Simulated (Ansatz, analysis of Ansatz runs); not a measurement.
# GdClO (P4/nmm): a line between two O sites for an added hole

Question: does an added hole stay on the O atom where it is started in GdClO (P4/nmm), and if so, how high is the barrier for a hop to another O site nearby? Model: a cell of 48 host atoms.

Method: plane-wave PAW DFT, PBEsol+U; relaxation of all atoms of a supercell at fixed charge in a uniform background; PAW set soft_1, in Ansatz 0.2.0.

### Step 1. The structure

The cell holds 48 atoms: 16 Gd, 16 Cl and 16 O. Cell: a = 7.857 Å, b = 7.857 Å, c = 13.261 Å, α = 90.0°, β = 90.0°, γ = 90.0°. It derives from GdClO (space group P4/nmm). Nearest the centre at fractional (0.625, 0.375, 0.500): O47 at 1.39 Å, O36 at 1.39 Å, Gd44 at 1.80 Å, Gd25 at 1.80 Å, Cl39 at 2.84 Å, Cl34 at 2.84 Å, O23 at 3.11 Å, O12 at 3.11 Å.

Hubbard terms: Gd f 6.0 eV, O p 5.0 eV. They were chosen, not fitted, to curb self-interaction in the shells named, the trial site's among them. The two sites are O47 and O36. The cell's shortest repeat is 7.9 Å. The host's moments were started antiferromagnetic in the unit cell, high spin.

### Step 2. The cell without the carrier

The neutral cell is relaxed first, from small random displacements, so that bond lengths and moments with the carrier can be set beside those of a relaxed cell without it.

Contents of neutral.relax/input.yaml:

```yaml
crystal:
  lattice:
    - [7.85696959, 0.0, 0.0]
    - [0.0, 7.85696959, 0.0]
    - [0.0, 0.0, 13.26117039]
  atoms:
    - { symbol: Gd, position: [0.0, 0.25, 0.413435], spin: 7.0 }
    - { symbol: Gd, position: [0.25, 0.0, 0.086565], spin: -7.0 }
    - { symbol: Cl, position: [0.25, 0.0, 0.313214] }
    - { symbol: Cl, position: [0.0, 0.25, 0.186786] }
    - { symbol: O, position: [0.0, 0.0, 0.0] }
    - { symbol: O, position: [0.25, 0.25, 0.0] }
    - { symbol: Gd, position: [0.0, 0.25, 0.913435], spin: 7.0 }
    - { symbol: Gd, position: [0.25, 0.0, 0.586565], spin: -7.0 }
    - { symbol: Cl, position: [0.25, 0.0, 0.813214] }
    - { symbol: Cl, position: [0.0, 0.25, 0.686786] }
    - { symbol: O, position: [0.0, 0.0, 0.5] }
    - { symbol: O, position: [0.25, 0.25, 0.5] }
    - { symbol: Gd, position: [0.0, 0.75, 0.413435], spin: 7.0 }
    - { symbol: Gd, position: [0.25, 0.5, 0.086565], spin: -7.0 }
    - { symbol: Cl, position: [0.25, 0.5, 0.313214] }
    - { symbol: Cl, position: [0.0, 0.75, 0.186786] }
    - { symbol: O, position: [0.0, 0.5, 0.0] }
    - { symbol: O, position: [0.25, 0.75, 0.0] }
    - { symbol: Gd, position: [0.0, 0.75, 0.913435], spin: 7.0 }
    - { symbol: Gd, position: [0.25, 0.5, 0.586565], spin: -7.0 }
    - { symbol: Cl, position: [0.25, 0.5, 0.813214] }
    - { symbol: Cl, position: [0.0, 0.75, 0.686786] }
    - { symbol: O, position: [0.0, 0.5, 0.5] }
    - { symbol: O, position: [0.25, 0.75, 0.5] }
    - { symbol: Gd, position: [0.5, 0.25, 0.413435], spin: 7.0 }
    - { symbol: Gd, position: [0.75, 0.0, 0.086565], spin: -7.0 }
    - { symbol: Cl, position: [0.75, 0.0, 0.313214] }
    - { symbol: Cl, position: [0.5, 0.25, 0.186786] }
    - { symbol: O, position: [0.5, 0.0, 0.0] }
    - { symbol: O, position: [0.75, 0.25, 0.0] }
    - { symbol: Gd, position: [0.5, 0.25, 0.913435], spin: 7.0 }
    - { symbol: Gd, position: [0.75, 0.0, 0.586565], spin: -7.0 }
    - { symbol: Cl, position: [0.75, 0.0, 0.813214] }
    - { symbol: Cl, position: [0.5, 0.25, 0.686786] }
    - { symbol: O, position: [0.5, 0.0, 0.5] }
    - { symbol: O, position: [0.75, 0.25, 0.5] }
    - { symbol: Gd, position: [0.5, 0.75, 0.413435], spin: 7.0 }
    - { symbol: Gd, position: [0.75, 0.5, 0.086565], spin: -7.0 }
    - { symbol: Cl, position: [0.75, 0.5, 0.313214] }
    - { symbol: Cl, position: [0.5, 0.75, 0.186786] }
    - { symbol: O, position: [0.5, 0.5, 0.0] }
    - { symbol: O, position: [0.75, 0.75, 0.0] }
    - { symbol: Gd, position: [0.5, 0.75, 0.913435], spin: 7.0 }
    - { symbol: Gd, position: [0.75, 0.5, 0.586565], spin: -7.0 }
    - { symbol: Cl, position: [0.75, 0.5, 0.813214] }
    - { symbol: Cl, position: [0.5, 0.75, 0.686786] }
    - { symbol: O, position: [0.5, 0.5, 0.5] }
    - { symbol: O, position: [0.75, 0.75, 0.5] }
basis:
  ecutwfc: 420
  xc_grid: 2
hamiltonian:
  xc: pbesol
  hubbard:
    sites: [{ species: Gd, l: f, u_eff: 6.0 }, { species: O, l: p, u_eff: 5.0 }]
    projectors: ortho-atomic
  pseudopotentials: { kind: paw, azcp: { folder: soft_1 }, xc_functional: pbe }
kpoints:
  mp_grid: { grid: [1, 1, 1] }
magnetization:
  spin_polarized: true
  initial_magnetization: 0
  spin_locking: { lock_magnetization: hard }
scf:
  occupations: { method: fermi_dirac, width: 0.01 }
  max_iter: 120
  lower_state_search: "off"
output:
  forces: true
relax:
  f_tol: 0.02
  max_steps: 70
  random_displacement: { amplitude: 0.04, seed: 1223 }
checkpoint:
  write: "../neutral.relax.run"
  compress: false
  write_wavefunctions: true
  write_every: 100000
```

The run is started by

```
$ ansatz run input.yaml --threads 4 --pin off --max-ram 17899MiB --backend cpu --events-out ev --progress --plain --runs-dir out
```

Numbers of over 12 decimals in the logs are rounded to 6 here.

What it wrote:

```text
[... repeated set-up lines and file paths are left out, and long positions are rounded to six places ...]
band count auto-derived: 334, from the close of a first SCF at 298 (N_el = 496.0; filled up to band 248; 298 by the electrons, moments and atoms)
Engine: ansatz 0.2.0, aarch64-unknown-linux-gnu
Pseudopotentials: kind: paw
Pseudopotential: Gd, paw, valence charge 18, recommended cutoff 420 eV (normal), soft_1/Gd.paw.azcp
Pseudopotential: Cl, paw, valence charge 7, recommended cutoff 420 eV (normal), soft_1/Cl.paw.azcp
Pseudopotential: O, paw, valence charge 6, recommended cutoff 420 eV (normal), soft_1/O.paw.azcp
Functional definition: PBEsol
  exchange = pbesol_x
  correlation = pbesol_c
Crystal: 48 atoms, lattice volume = 818.638 Å³
Basis set: ecut = 420 eV, 15981 PW (Γ), exchange–correlation on 108×108×180 points (8 copies of the dense FFT grid, shifted against one another)
Bands: 298, of which v1, the nominal top of the filled ones, is band 248 counted from 1 (247 counted from 0)
Symmetry: 1 space group operations
k-points: 1
Non-local potential: Gd, projectors of the file, l = 0: 3, l = 1: 2, l = 2: 2, l = 3: 3
Non-local potential: Cl, projectors of the file, l = 0: 2, l = 1: 2, l = 2: 1
Non-local potential: O, projectors of the file, l = 0: 2, l = 1: 2, l = 2: 1
PAW form: soft (Blöchl's): semilocal exchange-correlation on the pseudo side does not see the compensation charge
PAW frozen core: Gd, regenerated for the run's functional, and the local potential with it (the file was generated under x = pbe(κ = 0.804, μ = 0.219515), c = pbe(β = 0.066725))
[...]
atom  35  O     -0.00058315     0.00194087    -0.00342701
  atom  36  O     -0.00158269     0.00097069    -0.00198996
  [... 2 atoms left out ...]
  atom  39  Cl     0.00200554    -0.00251628    -0.00160679
  [... 4 atoms left out ...]
  atom  44  Gd     0.00221142     0.00440125    -0.01207121
  [... 2 atoms left out ...]
  atom  47  O     -0.00078428    -0.00028931    -0.00090022
  atom  48  O     -0.00081620     0.00122787    -0.00136598
  max |Σ_I F_I| component: 5.13e-5 eV/Å
--- Band table (eV) ---
  k-point 0 ↑: bands = ["-33.6422", "-33.6406", "-33.6401", "-33.6396", [... 326 left out ...] "15.6944", "15.6945", "15.7277", "15.7370"]
  k-point 0 ↓: bands = ["-33.6416", "-33.6412", "-33.6393", "-33.6390", [... 326 left out ...] "15.6946", "15.6946", "15.7277", "15.7372"]
Occupation matrices written to <dir>
--- Relaxed structure (4 steps of the walk, 4 accepted, 0 SCFs on fresh bases) ---
  F+E_penalty+E_count = -173668.33684193 eV   max|allowed force component| = 1.207e-2 eV/Å
  atoms:
    - { symbol: Gd, position: [0.000745, 0.250236, 0.412577] }
    - { symbol: Gd, position: [0.250659, 0.000698, 0.087159] }
    [... 9 atoms left out ...]
    - { symbol: O, position: [0.250821, 0.250292, 0.499831] }
    [... 10 atoms left out ...]
    - { symbol: O, position: [0.000784, 0.500266, 0.499900] }
    [... 1 atom left out ...]
    - { symbol: Gd, position: [0.500898, 0.250258, 0.412652] }
    [... 8 atoms left out ...]
    - { symbol: Cl, position: [0.500620, 0.250359, 0.687781] }
    - { symbol: O, position: [0.500878, 0.000229, 0.499903] }
    - { symbol: O, position: [0.750873, 0.250225, 0.500064] }
    [... 2 atoms left out ...]
    - { symbol: Cl, position: [0.750306, 0.500315, 0.312079] }
    [... 4 atoms left out ...]
    - { symbol: Gd, position: [0.750847, 0.500238, 0.587351] }
    [... 2 atoms left out ...]
    - { symbol: O, position: [0.500857, 0.500255, 0.500065] }
    - { symbol: O, position: [0.750865, 0.750239, 0.499892] }
[key lines of the parts left out:]
SCF converged after 4 iterations
Magnetization: 0.0000 μB (248.0000 up, 248.0000 down)
Free energy (F): -173668.336842 eV
Fermi energy:    11.322078 (↑ 11.322081, ↓ 11.322076) eV
```

It took 73 s on 4 threads of Arm Neoverse V2, shared host; peak memory 1.8 GiB.

The largest displacement from an ideal site is 0.017 Å.

[end of part 1 of 3]

[Logs are printed without paths, hosts, clocks, repeated set-up lines and the standing remarks that a program may print on its own settings, such as how far it seeks lower states.]

[Hosts, paths, dates, database ids (printed as entryN), source tags and the programs' standing remarks are cut or masked in the printed files.]
